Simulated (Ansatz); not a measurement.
## Mg4MnSn, from a guessed structure to a relaxed one

This structure for Mg4MnSn is made up. Its elements were placed in a known structure type with a cell scaled to their sizes. What cell does the guess relax to, and how far off was it?

Main program and level: Ansatz 0.2.0; DFT, PBEsol, plane-wave PAW, files of the set soft_1, scalar-relativistic, ferromagnetic start, cell and ions relaxed at zero pressure; PAW set soft_1, in the first sound run; inputs show where later runs differ.

**1. The starting structure**

The structure is cubic, space group F-43m (No. 216). Conventional cell: a = 7.834 Å, b = 7.834 Å, c = 7.834 Å, α = 90.00°, β = 90.00°, γ = 90.00°. Nearest to Sn lie 12 Mg at 3.25 Å and 4 Mn at 3.39 Å. Mn has 12 Mg at 3.25 Å and 4 Sn at 3.39 Å nearest. Nearest to Mg lie 6 Mg at 2.75 to 2.79 Å and 3 Sn at 3.25 Å and 3 Mn at 3.25 Å. Farther neighbours are not listed.

**2. Relaxation of the guess**

The guessed cell has no reason to be at equilibrium. It is relaxed with the atoms, within the space group of the guess.

Contents of input.yaml:

```yaml
crystal:
  lattice:
    - [0.0, 3.917, 3.917]
    - [3.917, 0.0, 3.917]
    - [3.917, 3.917, 0.0]
  atoms:
    - { symbol: Sn, position: [0.0, 0.0, 0.0] }
    - { symbol: Mn, position: [0.75, 0.75, 0.75], spin: 4.0 }
    - { symbol: Mg, position: [0.3742, 0.3742, 0.8774] }
    - { symbol: Mg, position: [0.3742, 0.8774, 0.3742] }
    - { symbol: Mg, position: [0.3742, 0.3742, 0.3742] }
    - { symbol: Mg, position: [0.8774, 0.3742, 0.3742] }
magnetization:
  spin_polarized: true
kpoints:
  mp_grid: { grid: [6, 6, 6] }
scf:
  occupations: { method: fermi_dirac, width: 0.05 }
hamiltonian:
  xc: pbesol
  pseudopotentials: { kind: paw, azcp: { folder: soft_1 }, xc_functional: pbe }
relax:
  f_tol: 0.015
  max_steps: 70
  cell: {}
output:
  forces: true
  stress: true
```

Command:

```bash
> ansatz run input.yaml --threads 4 --pin off --max-ram 10240MiB --backend cpu --events-out ev --progress --plain --runs-dir out
```

Numbers of over 12 decimals in the logs are rounded to 6 here.

What it wrote:

```text
Engine: ansatz 0.2.0, x86_64-unknown-linux-gnu
Pseudopotentials: kind: paw
Pseudopotential: Sn, paw, valence charge 14, recommended cutoff 420 eV (normal), soft_1/Sn.paw.azcp
Pseudopotential: Mn, paw, valence charge 15, recommended cutoff 420 eV (normal), soft_1/Mn.paw.azcp
Pseudopotential: Mg, paw, valence charge 10, recommended cutoff 420 eV (normal), soft_1/Mg.paw.azcp
Functional definition: PBEsol
  exchange = pbesol_x
  correlation = pbesol_c
Crystal: 6 atoms, lattice volume = 120.196 Å³
Basis set: ecut = 420 eV, 2397 PW (Γ), exchange–correlation on 80×80×80 points (8 copies of the dense FFT grid, shifted against one another)
Bands: 44, of which v1, the nominal top of the filled ones, is band 35 counted from 1 (34 counted from 0)
Symmetry: 24 space group operations
Space group: F-43m (ITA 216), of the structure as read, at distance tolerance 4.9e-5 Å
Magnetic group: BNS 216.74 (UNI 1576), of the structure as read, at distance tolerance 4.9e-5 Å
k-points: 16 of 216 (time reversal used)
Non-local potential: Sn, projectors of the file, l = 0: 2, l = 1: 2, l = 2: 2, l = 3: 1
Non-local potential: Mn, projectors of the file, l = 0: 3, l = 1: 2, l = 2: 3, l = 3: 1
Non-local potential: Mg, projectors of the file, l = 0: 3, l = 1: 2, l = 2: 1
PAW form: soft (Blöchl's): semilocal exchange-correlation on the pseudo side does not see the compensation charge
PAW frozen core: Sn, regenerated for the run's functional, and the local potential with it (the file was generated under x = pbe(κ = 0.804, μ = 0.219515), c = pbe(β = 0.066725))
PAW frozen core: Mn, regenerated for the run's functional, and the local potential with it (the file was generated under x = pbe(κ = 0.804, μ = 0.219515), c = pbe(β = 0.066725))
PAW frozen core: Mg, regenerated for the run's functional, and the local potential with it (the file was generated under x = pbe(κ = 0.804, μ = 0.219515), c = pbe(β = 0.066725))
PAW one-centre angular grid: Sn, 590 points (default); XC on 64 Gauss nodes
PAW one-centre angular grid: Mn, 590 points (default); XC on 64 Gauss nodes
PAW one-centre angular grid: Mg, 110 points (default); XC on 64 Gauss nodes
Initial density: superposition of atomic densities (chi_scale 0.1, normalization cell, long waves kept (reshape's long-wave potential 0.00 eV rms))
Starting moments: Σ|m| = 4 μB on 1 of 6 sites
Initial wavefunctions: pseudopotential atomic-orbital guess
Functional: x = pbesol(κ = 0.804, μ = 0.123457), c = pbesol(β = 0.046)
SCF iter   1: F=—  HF=-17464.994362 eV  |F-HF|=—  |Δ(HF+E_count)|=         —  Δρ=2.83e-2 (↑2.83e-2 ↓2.06e-2)  dr2=4.50e0  dr2_m=2.98e-2  M=3.572 μB ∫|m|=4.315 μB  β_m=0.30  ethr=3.10e-3  ⟨swp⟩=8.7  Hψ=6018  notcnv=0  defer=2
Mixer restart at iter 1: flushing history
preconditioner: auto → Kerker (q_TF=auto, 2.487 Å⁻¹)  [metal: Δε(μ)=0.009 eV  Ē_g=5.812 eV  σ=0.050 eV  W_gap=0.05  n_scr=26 (ndim 8)  ℏωp=14.8 eV  f_vac=0.000  D(μ)=4.95/eV (n_scr^D=50)]
spin=Collinear: Kerker preconditioning applied to the charge; magnetization (m = ρ↑ − ρ↓) channel mixes plain (no charge-response kernel on spin).
SCF iter   2: F=—  HF=-17465.034411 eV  |F-HF|=—  |Δ(HF+E_count)|=   4.00e-2  Δρ=1.40e-2 (↑1.40e-2 ↓1.28e-2)  dr2=1.95e0  dr2_m=4.52e-3  M=3.536 μB ∫|m|=4.340 μB  β_m=0.47  ethr=3.10e-3  ⟨swp⟩=2.0  Hψ=2051  notcnv=0  defer=61
SCF iter   3: F=—  HF=-17464.823071 eV  |F-HF|=—  |Δ(HF+E_count)|=   2.11e-1  Δρ=6.38e-3 (↑6.38e-3 ↓6.25e-3)  dr2=4.85e-1  dr2_m=4.60e-4  M=3.522 μB ∫|m|=4.357 μB  β_m=0.54  ethr=2.83e-3  ⟨swp⟩=2.3  Hψ=1840  notcnv=0  defer=61
SCF iter   4: F=—  HF=-17464.690057 eV  |F-HF|=—  |Δ(HF+E_count)|=   1.33e-1  Δρ=3.12e-3 (↑3.12e-3 ↓2.99e-3)  dr2=2.51e-2  dr2_m=2.73e-4  M=3.569 μB ∫|m|=4.392 μB  β_m=0.65  ethr=7.04e-4  ⟨swp⟩=2.9  Hψ=2214  notcnv=0  defer=60
SCF iter   5: F=—  HF=-17464.719397 eV  |F-HF|=—  |Δ(HF+E_count)|=         —  Δρ=4.46e-3 (↑1.02e-3 ↓4.46e-3)  dr2=1.93e-2  dr2_m=7.33e-3  M=3.698 μB ∫|m|=4.450 μB  β_m=0.65  ethr=3.63e-5  ⟨swp⟩=2.1  Hψ=2672  notcnv=0  defer=59
Mixer restart at iter 5: flushing history
SCF iter   6: F=—  HF=-17464.729499 eV  |F-HF|=—  |Δ(HF+E_count)|=   1.01e-2  Δρ=2.23e-3 (↑2.08e-3 ↓2.23e-3)  dr2=2.49e-3  dr2_m=4.83e-3  M=3.743 μB ∫|m|=4.466 μB  β_m=0.83  ethr=2.80e-5  ⟨swp⟩=2.0  Hψ=2731  notcnv=0  defer=59
SCF iter   7: F=—  HF=-17464.729225 eV  |F-HF|=—  |Δ(HF+E_count)|=   2.73e-4  Δρ=1.34e-3 (↑1.18e-3 ↓1.34e-3)  dr2=8.84e-3  dr2_m=3.86e-5  M=3.771 μB ∫|m|=4.473 μB  β_m=0.75  ethr=3.61e-6  ⟨swp⟩=2.0  Hψ=2778  notcnv=0  defer=59
SCF iter   8: F=—  HF=-17464.727386 eV  |F-HF|=—  |Δ(HF+E_count)|=   1.84e-3  Δρ=6.87e-4 (↑2.36e-4 ↓6.87e-4)  dr2=5.22e-4  dr2_m=8.99e-5  M=3.783 μB ∫|m|=4.472 μB  β_m=0.87  ethr=3.61e-6  ⟨swp⟩=2.0  Hψ=2745  notcnv=0  defer=59
SCF iter   9: F=—  HF=-17464.728013 eV  |F-HF|=—  |Δ(HF+E_count)|=   6.27e-4  Δρ=1.13e-4 (↑8.68e-5 ↓1.13e-4)  dr2=3.19e-5  dr2_m=3.68e-7  M=3.770 μB ∫|m|=4.465 μB  β_m=0.94  ethr=7.57e-7  ⟨swp⟩=2.1  Hψ=2655  notcnv=0  defer=57
SCF iter  10: F=—  HF=-17464.728026 eV  |F-HF|=—  |Δ(HF+E_count)|=   1.25e-5  Δρ=1.67e-5 (↑1.30e-5 ↓1.67e-5)  dr2=1.60e-6  dr2_m=2.18e-8  M=3.770 μB ∫|m|=4.464 μB  β_m=0.86  ethr=4.63e-8  ⟨swp⟩=2.0  Hψ=2551  notcnv=0  defer=57
SCF iter  11: F=—  HF=-17464.728026 eV  |F-HF|=—  |Δ(HF+E_count)|=   1.89e-7  Δρ=1.23e-5 (↑1.23e-5 ↓1.12e-5)  dr2=7.83e-7  dr2_m=5.79e-9  M=3.770 μB ∫|m|=4.464 μB  β_m=0.93  ethr=2.33e-9  ⟨swp⟩=2.0  Hψ=1630  notcnv=0  defer=57
SCF iter  12: F=—  HF=-17464.728026 eV  |F-HF|=—  |Δ(HF+E_count)|=   1.15e-9  Δρ=2.37e-6 (↑2.22e-6 ↓2.37e-6)  dr2=2.83e-8  dr2_m=3.45e-10  M=3.770 μB ∫|m|=4.464 μB  β_m=0.87  ethr=1.13e-9  ⟨swp⟩=2.0  Hψ=1577  notcnv=0  defer=57
SCF iter  13: F=-17464.728026 eV  HF=-17464.728026 eV  |F-HF|=9.53e-9  |Δ(HF+E_count)|=   3.60e-9  Δρ=2.01e-6 (↑6.15e-7 ↓2.01e-6)  dr2=1.12e-8  dr2_m=6.01e-10  M=3.770 μB ∫|m|=4.464 μB  ethr=4.09e-11  ⟨swp⟩=1.9  Hψ=4385  notcnv=0
SCF 1 converged in 13 iterations: F = -17464.728026 eV  dr2 = 1.12e-8
  greatest PAW one-centre occupation: 1.000 electrons in one spin orbital (limit 2), on the Mn atom at site 1 (counted from 0), in its partial waves of l = 0
relax step   1: F+E_penalty+E_count = -17464.72802554 eV  Δ(F+E_penalty+E_count) = +0.000e0 eV  max|allowed force component| = 2.055e-1 eV/Å  Δτ_max = 0.0000 Å  P = +3.854 GPa  Ω = 120.196 Å³  (13 SCF iters, dr2 threshold 1.00e-7 eV, accepted)
Crystal: 6 atoms, lattice volume = 129.042 Å³
Basis set: ecut = 420 eV, 2565 PW (Γ), exchange–correlation on 80×80×80 points (8 copies of the dense FFT grid, shifted against one another)
Initial density: handed on by an earlier stage of this run
Starting moments: Σ|m| = 4 μB on 1 of 6 sites; this step starts from the density that it was given
Initial wavefunctions: those handed on with the density
iter 1 solved again at ethr=5.83e-5 eV; its pass at ethr=3.10e-3 eV (dr2=4.02e-2 eV) is discarded
SCF iter   1: F=—  HF=-17464.861135 eV  |F-HF|=—  |Δ(HF+E_count)|=         —  Δρ=4.89e-3 (↑3.34e-3 ↓4.89e-3)  dr2=4.25e-2  dr2_m=1.75e-2  M=3.912 μB ∫|m|=4.620 μB  β_m=0.30  ethr=5.83e-5  ⟨swp⟩=2.0  Hψ=7021  notcnv=0
preconditioner: auto → Kerker (q_TF=auto, 2.458 Å⁻¹)  [metal: Δε(μ)=0.052 eV  Ē_g=5.688 eV  σ=0.050 eV  W_gap=0.24  n_scr=26 (ndim 8)  ℏωp=14.2 eV  f_vac=0.000  D(μ)=4.44/eV (n_scr^D=26)]
spin=Collinear: Kerker preconditioning applied to the charge; magnetization (m = ρ↑ − ρ↓) channel mixes plain (no charge-response kernel on spin).
SCF iter   2: F=—  HF=-17464.857601 eV  |F-HF|=—  |Δ(HF+E_count)|=   3.53e-3  Δρ=3.43e-3 (↑2.86e-3 ↓3.43e-3)  dr2=2.46e-2  dr2_m=1.01e-2  M=3.917 μB ∫|m|=4.619 μB  β_m=0.65  ethr=5.83e-5  ⟨swp⟩=1.6  Hψ=1488  notcnv=0
SCF iter   3: F=—  HF=-17464.850820 eV  |F-HF|=—  |Δ(HF+E_count)|=   6.78e-3  Δρ=9.83e-4 (↑9.83e-4 ↓4.74e-4)  dr2=3.63e-3  dr2_m=9.44e-5  M=3.927 μB ∫|m|=4.616 μB  β_m=0.56  ethr=3.56e-5  ⟨swp⟩=2.0  Hψ=1993  notcnv=0
SCF iter   4: F=—  HF=-17464.849820 eV  |F-HF|=—  |Δ(HF+E_count)|=   1.00e-3  Δρ=3.82e-4 (↑1.98e-4 ↓3.82e-4)  dr2=3.16e-4  dr2_m=4.35e-5  M=3.924 μB ∫|m|=4.613 μB  β_m=0.78  ethr=5.27e-6  ⟨swp⟩=2.3  Hψ=2569  notcnv=0
SCF iter   5: F=—  HF=-17464.849921 eV  |F-HF|=—  |Δ(HF+E_count)|=   1.01e-4  Δρ=2.41e-4 (↑8.25e-5 ↓2.41e-4)  dr2=7.30e-5  dr2_m=2.52e-5  M=3.917 μB ∫|m|=4.608 μB  β_m=0.89  ethr=4.58e-7  ⟨swp⟩=2.0  Hψ=2400  notcnv=0
SCF iter   6: F=—  HF=-17464.849928 eV  |F-HF|=—  |Δ(HF+E_count)|=   7.06e-6  Δρ=3.74e-5 (↑3.74e-5 ↓3.40e-5)  dr2=8.09e-6  dr2_m=9.08e-7  M=3.914 μB ∫|m|=4.606 μB  β_m=0.89  ethr=1.06e-7  ⟨swp⟩=2.0  Hψ=2129  notcnv=0
SCF iter   7: F=—  HF=-17464.849929 eV  |F-HF|=—  |Δ(HF+E_count)|=   7.72e-7  Δρ=3.69e-5 (↑1.65e-5 ↓3.69e-5)  dr2=3.22e-6  dr2_m=1.60e-7  M=3.915 μB ∫|m|=4.607 μB  β_m=0.95  ethr=1.17e-8  ⟨swp⟩=2.0  Hψ=1892  notcnv=0
SCF iter   8: F=—  HF=-17464.849929 eV  |F-HF|=—  |Δ(HF+E_count)|=   5.61e-7  Δρ=4.31e-6 (↑4.31e-6 ↓2.55e-6)  dr2=7.13e-8  dr2_m=1.83e-9  M=3.916 μB ∫|m|=4.607 μB  β_m=0.92  ethr=4.66e-9  ⟨swp⟩=2.0  Hψ=1971  notcnv=0
SCF iter   9: F=-17464.849929 eV  HF=-17464.849929 eV  |F-HF|=4.01e-8  |Δ(HF+E_count)|=   1.83e-8  Δρ=3.81e-6 (↑1.45e-6 ↓3.81e-6)  dr2=4.71e-8  dr2_m=1.95e-9  M=3.915 μB ∫|m|=4.607 μB  ethr=1.03e-10  ⟨swp⟩=1.1  Hψ=4092  notcnv=0
SCF 2 converged in 9 iterations: F = -17464.849929 eV  dr2 = 4.71e-8
relax step   2: F+E_penalty+E_count = -17464.84992907 eV  Δ(F+E_penalty+E_count) = -1.219e-1 eV  max|allowed force component| = 6.902e-2 eV/Å  Δτ_max = 0.0249 Å  P = +0.425 GPa  Ω = 129.042 Å³  energy of the carried Pulay correction = -1.323e-3 eV  (9 SCF iters, dr2 threshold 6.00e-7 eV, accepted)
Crystal: 6 atoms, lattice volume = 130.258 Å³
Basis set: ecut = 420 eV, 2637 PW (Γ), exchange–correlation on 80×80×80 points (8 copies of the dense FFT grid, shifted against one another)
iter 1 solved again at ethr=1.96e-6 eV; its pass at ethr=3.10e-3 eV (dr2=1.35e-3 eV) is discarded
SCF iter   1: F=—  HF=-17464.853594 eV  |F-HF|=—  |Δ(HF+E_count)|=         —  Δρ=4.87e-4 (↑4.75e-4 ↓4.87e-4)  dr2=1.39e-3  dr2_m=2.01e-4  M=3.931 μB ∫|m|=4.624 μB  β_m=0.65  ethr=1.96e-6  ⟨swp⟩=3.0  Hψ=6576  notcnv=0
preconditioner: auto → Kerker (q_TF=auto, 1.879 Å⁻¹)  [metal: Δε(μ)=0.025 eV  Ē_g=5.656 eV  σ=0.050 eV  W_gap=0.13  n_scr=14 (ndim 8)  ℏωp=14.2 eV  f_vac=0.000  D(μ)=4.57/eV (n_scr^D=26)]
spin=Collinear: Kerker preconditioning applied to the charge; magnetization (m = ρ↑ − ρ↓) channel mixes plain (no charge-response kernel on spin).
SCF iter   2: F=—  HF=-17464.853237 eV  |F-HF|=—  |Δ(HF+E_count)|=   3.57e-4  Δρ=2.04e-4 (↑1.93e-4 ↓2.04e-4)  dr2=2.05e-4  dr2_m=3.50e-5  M=3.932 μB ∫|m|=4.623 μB  β_m=0.65  ethr=1.96e-6  ⟨swp⟩=2.0  Hψ=1564  notcnv=0
SCF iter   3: F=—  HF=-17464.853189 eV  |F-HF|=—  |Δ(HF+E_count)|=   4.87e-5  Δρ=3.92e-5 (↑2.55e-5 ↓3.92e-5)  dr2=6.63e-6  dr2_m=6.41e-7  M=3.933 μB ∫|m|=4.623 μB  β_m=0.70  ethr=2.97e-7  ⟨swp⟩=2.0  Hψ=1687  notcnv=0
SCF iter   4: F=—  HF=-17464.853189 eV  |F-HF|=—  |Δ(HF+E_count)|=   4.50e-7  Δρ=2.08e-5 (↑2.08e-5 ↓1.67e-5)  dr2=1.24e-6  dr2_m=2.92e-7  M=3.934 μB ∫|m|=4.624 μB  β_m=0.85  ethr=9.62e-9  ⟨swp⟩=2.0  Hψ=1905  notcnv=0
SCF iter   5: F=—  HF=-17464.853189 eV  |F-HF|=—  |Δ(HF+E_count)|=   3.68e-7  Δρ=1.18e-5 (↑1.18e-5 ↓2.30e-6)  dr2=1.64e-7  dr2_m=3.76e-8  M=3.934 μB ∫|m|=4.624 μB  β_m=0.73  ethr=1.80e-9  ⟨swp⟩=2.0  Hψ=2560  notcnv=0
SCF iter   6: F=—  HF=-17464.853188 eV  |F-HF|=—  |Δ(HF+E_count)|=   1.45e-7  Δρ=4.87e-6 (↑4.87e-6 ↓2.54e-6)  dr2=5.41e-8  dr2_m=1.85e-9  M=3.934 μB ∫|m|=4.624 μB  β_m=0.71  ethr=2.38e-10  ⟨swp⟩=2.0  Hψ=2565  notcnv=0
SCF iter   7: F=—  HF=-17464.853188 eV  |F-HF|=—  |Δ(HF+E_count)|=   4.96e-8  Δρ=2.15e-6 (↑8.85e-7 ↓2.15e-6)  dr2=1.19e-8  dr2_m=5.39e-10  M=3.934 μB ∫|m|=4.624 μB  β_m=0.86  ethr=7.84e-11  ⟨swp⟩=2.0  Hψ=2436  notcnv=0
SCF iter   8: F=-17464.853188 eV  HF=-17464.853189 eV  |F-HF|=5.94e-8  |Δ(HF+E_count)|=   3.20e-8  Δρ=5.19e-6 (↑9.74e-7 ↓5.19e-6)  dr2=6.77e-8  dr2_m=5.73e-9  M=3.934 μB ∫|m|=4.624 μB  ethr=1.72e-11  ⟨swp⟩=1.0  Hψ=4102  notcnv=0
SCF 3 converged in 8 iterations: F = -17464.853188 eV  dr2 = 6.77e-8
relax step   3: F+E_penalty+E_count = -17464.85318846 eV  Δ(F+E_penalty+E_count) = -3.259e-3 eV  max|allowed force component| = 3.933e-3 eV/Å  Δτ_max = 0.0067 Å  P = +0.031 GPa  Ω = 130.258 Å³  energy of the carried Pulay correction = -1.497e-3 eV  (8 SCF iters, dr2 threshold 4.51e-7 eV, accepted)
Initial wavefunctions: pseudopotential atomic-orbital guess (no wavefunctions were taken with the density)
iter 1 solved again at ethr=4.80e-8 eV; its pass at ethr=3.10e-3 eV (dr2=3.31e-5 eV) is discarded
SCF iter   1: F=—  HF=-17464.855186 eV  |F-HF|=—  |Δ(HF+E_count)|=         —  Δρ=2.74e-4 (↑2.74e-4 ↓2.71e-4)  dr2=8.71e-6  dr2_m=1.87e-7  M=3.934 μB ∫|m|=4.624 μB  β_m=0.65  ethr=4.80e-8  ⟨swp⟩=4.0  Hψ=9898  notcnv=0
preconditioner: auto → Kerker (q_TF=auto, 1.879 Å⁻¹)  [metal: Δε(μ)=0.028 eV  Ē_g=5.655 eV  σ=0.050 eV  W_gap=0.14  n_scr=14 (ndim 8)  ℏωp=14.2 eV  f_vac=0.000  D(μ)=4.55/eV (n_scr^D=26)]
spin=Collinear: Kerker preconditioning applied to the charge; magnetization (m = ρ↑ − ρ↓) channel mixes plain (no charge-response kernel on spin).
SCF iter   2: F=—  HF=-17464.854814 eV  |F-HF|=—  |Δ(HF+E_count)|=   3.72e-4  Δρ=9.73e-5 (↑9.73e-5 ↓9.65e-5)  dr2=1.12e-6  dr2_m=3.85e-8  M=3.934 μB ∫|m|=4.624 μB  β_m=0.64  ethr=1.26e-8  ⟨swp⟩=2.1  Hψ=1711  notcnv=0
SCF iter   3: F=—  HF=-17464.854759 eV  |F-HF|=—  |Δ(HF+E_count)|=   5.48e-5  Δρ=6.33e-6 (↑6.33e-6 ↓5.48e-6)  dr2=3.27e-8  dr2_m=2.92e-9  M=3.934 μB ∫|m|=4.624 μB  β_m=0.60  ethr=1.63e-9  ⟨swp⟩=2.0  Hψ=1874  notcnv=0
SCF iter   4: F=—  HF=-17464.854759 eV  |F-HF|=—  |Δ(HF+E_count)|=   1.50e-7  Δρ=1.20e-6 (↑1.20e-6 ↓1.09e-6)  dr2=1.12e-8  dr2_m=2.88e-10  M=3.934 μB ∫|m|=4.624 μB  β_m=0.66  ethr=4.74e-11  ⟨swp⟩=2.0  Hψ=2559  notcnv=0
SCF iter   5: F=—  HF=-17464.854759 eV  |F-HF|=—  |Δ(HF+E_count)|=   2.77e-9  Δρ=7.05e-7 (↑7.05e-7 ↓5.33e-7)  dr2=2.11e-9  dr2_m=5.47e-11  M=3.934 μB ∫|m|=4.624 μB  β_m=0.62  ethr=1.62e-11  ⟨swp⟩=2.0  Hψ=2033  notcnv=0
SCF iter   6: F=—  HF=-17464.854774 eV  |F-HF|=—  |Δ(HF+E_count)|=   1.57e-5  Δρ=3.22e-7 (↑1.88e-7 ↓3.22e-7)  dr2=3.38e-10  dr2_m=1.09e-11  M=3.934 μB ∫|m|=4.624 μB  β_m=0.81  ethr=3.06e-12  ⟨swp⟩=2.0  Hψ=2532  notcnv=0
SCF iter   7: F=—  HF=-17464.854774 eV  |F-HF|=—  |Δ(HF+E_count)|=  3.20e-10  Δρ=3.11e-7 (↑7.60e-8 ↓3.11e-7)  dr2=1.64e-10  dr2_m=3.43e-11  M=3.934 μB ∫|m|=4.624 μB  β_m=0.91  ethr=1.00e-12  ⟨swp⟩=2.2  Hψ=1852  notcnv=0
SCF iter   8: F=—  HF=-17464.854774 eV  |F-HF|=—  |Δ(HF+E_count)|=  2.58e-10  Δρ=1.83e-7 (↑1.26e-7 ↓1.83e-7)  dr2=3.44e-11  dr2_m=2.41e-11  M=3.934 μB ∫|m|=4.624 μB  β_m=0.95  ethr=1.00e-12  ⟨swp⟩=2.0  Hψ=1588  notcnv=0
SCF iter   9: F=-17464.854774 eV  HF=-17464.854774 eV  |F-HF|=1.46e-11  |Δ(HF+E_count)|=  6.91e-11  Δρ=7.39e-8 (↑5.01e-8 ↓7.39e-8)  dr2=2.40e-11  dr2_m=9.27e-13  M=3.934 μB ∫|m|=4.624 μB  ethr=1.00e-12  ⟨swp⟩=3.0  Hψ=4431  notcnv=0
SCF 4 converged in 9 iterations: F = -17464.854774 eV  dr2 = 2.40e-11
relax step   4: F+E_penalty+E_count = -17464.85477437 eV  Δ(F+E_penalty+E_count) = -1.586e-3 eV  max|allowed force component| = 3.906e-3 eV/Å  Δτ_max = 0.0000 Å  P = +0.037 GPa  Ω = 130.258 Å³  stress off target by 3.70e-2 GPa  SCF on the basis re-selected at this cell (its energy is not comparable with the rows above)  (9 SCF iters)
basis re-selected at this cell: Δ(F+E_penalty+E_count) = -1.586e-3 eV, ΔP = +0.006 GPa vs the last step (what re-selecting the basis moved, of the pressure what is left beyond the Pulay correction that the steps carried, after the strain that the cell walked since its last selection, with what the two solves' SCF thresholds leave and, on support functions, any second-order correction that the steps lacked; it is no m [...]
SCF converged after 9 iterations
Magnetization: 3.9345 μB (36.4672 up, 32.5328 down)
Absolute magnetization: 4.6241 μB (∫|ρ↑−ρ↓|, with the PAW one-centre terms)
Spin contamination: 0.4728 ħ² per cell (⟨S²⟩ above its minimum at these occupations)
Per-site moments (μB) at R_I (Å): [(-0.013837, 1.376649), (4.184751, 1.375566), (-0.034465, 1.168463), (-0.034465, 1.168463), (-0.034465, 1.168463), (-0.034465, 1.168463)]
Free energy (F): -17464.854774 eV
Harris-Foulkes:  -17464.854774 eV  (|F-HF|=1.46e-11)
Internal energy: -17464.817125 eV  (E = F + TS)
E sigma→0 (E₀):  -17464.835950 eV
Entropy (-TS):   -0.037649 eV (-6.275 meV/atom)
Fermi energy:    7.939715 eV
--- Per-component energies (eV) ---
  E_band       = -1798.498543
  E_kinetic    = 757.854810
  E_local      = -10253.192622  (includes V_loc(G=0)·N_el)
  E_nonlocal   = 1397.858249
  E_hartree    = 3746.893752
  E_xc         = -333.596416
  E_vxc        = -349.668047  (∫ρ·V_xc dr)
  E_paw        = -6755.750187  (= ΣΔE_a)
  E_vpaw       = -845.138372  (= ΣTr[D̂ρ^β])
  E_aug_tail   = -0.000179  (compensation charges beyond the density's cutoff)
  E_ewald      = -6025.574473
  E_core_change = 0.689939  (= ΣΔE_core)
  E_smearing   = -0.037649  (= −TS)
  E_closure    = 0.000000  (closes the sum)
  Σ components = -17464.854774   (vs F -17464.854774, Δ=0.00e0)
--- Forces (eV/Å), atoms counted from 1 ---
  atom   1  Sn     0.00000000     0.00000000     0.00000000
  atom   2  Mn     0.00000000     0.00000000     0.00000000
  atom   3  Mg     0.00390576     0.00390576    -0.00390576
  atom   4  Mg     0.00390576    -0.00390576     0.00390576
  atom   5  Mg    -0.00390576    -0.00390576    -0.00390576
  atom   6  Mg    -0.00390576     0.00390576     0.00390576
  max |Σ_I F_I| component: 4.51e-17 eV/Å
--- Stress (GPa, compression-positive) ---
        0.036986      -0.000000      -0.000000
       -0.000000       0.036986       0.000000
       -0.000000       0.000000       0.036986
  P = ⅓ Tr σ = 0.0370 GPa (0.370 kbar)
--- Relaxed structure (3 steps of the walk, 3 accepted, 1 SCFs on fresh bases) ---
  F+E_penalty+E_count = -17464.85477437 eV   max|allowed force component| = 3.906e-3 eV/Å   (the final SCF, on the basis selected at the relaxed cell)
  cell:  # Å, volume = 130.2576 Å³
    - [0, 4.023380, 4.023380]
    - [4.023380, 0, 4.023380]
    - [4.023380, 4.023380, 0]
  atoms:
    - { symbol: Sn, position: [3.782851593218081e-19, 0, 0] }
    - { symbol: Mn, position: [0.75, 0.75, 0.75] }
    - { symbol: Mg, position: [0.375541, 0.375541, 0.873376] }
    - { symbol: Mg, position: [0.375541, 0.873376, 0.375541] }
    - { symbol: Mg, position: [0.375541, 0.375541, 0.375541] }
    - { symbol: Mg, position: [0.873376, 0.375541, 0.375541] }
```

Run time: 17 s. Hardware: 4 threads of AMD EPYC 7B13 (Zen 3), shared host; peak memory 0.57 GiB.

(Continued in part 2 of 2.)

[Logs are printed without paths, hosts, clocks, repeated set-up lines and the standing remarks that a program may print on its own settings, such as how far it seeks lower states.]

[Hosts, paths, dates, database ids (printed as entryN), source tags and the programs' standing remarks are cut or masked in the printed files.]
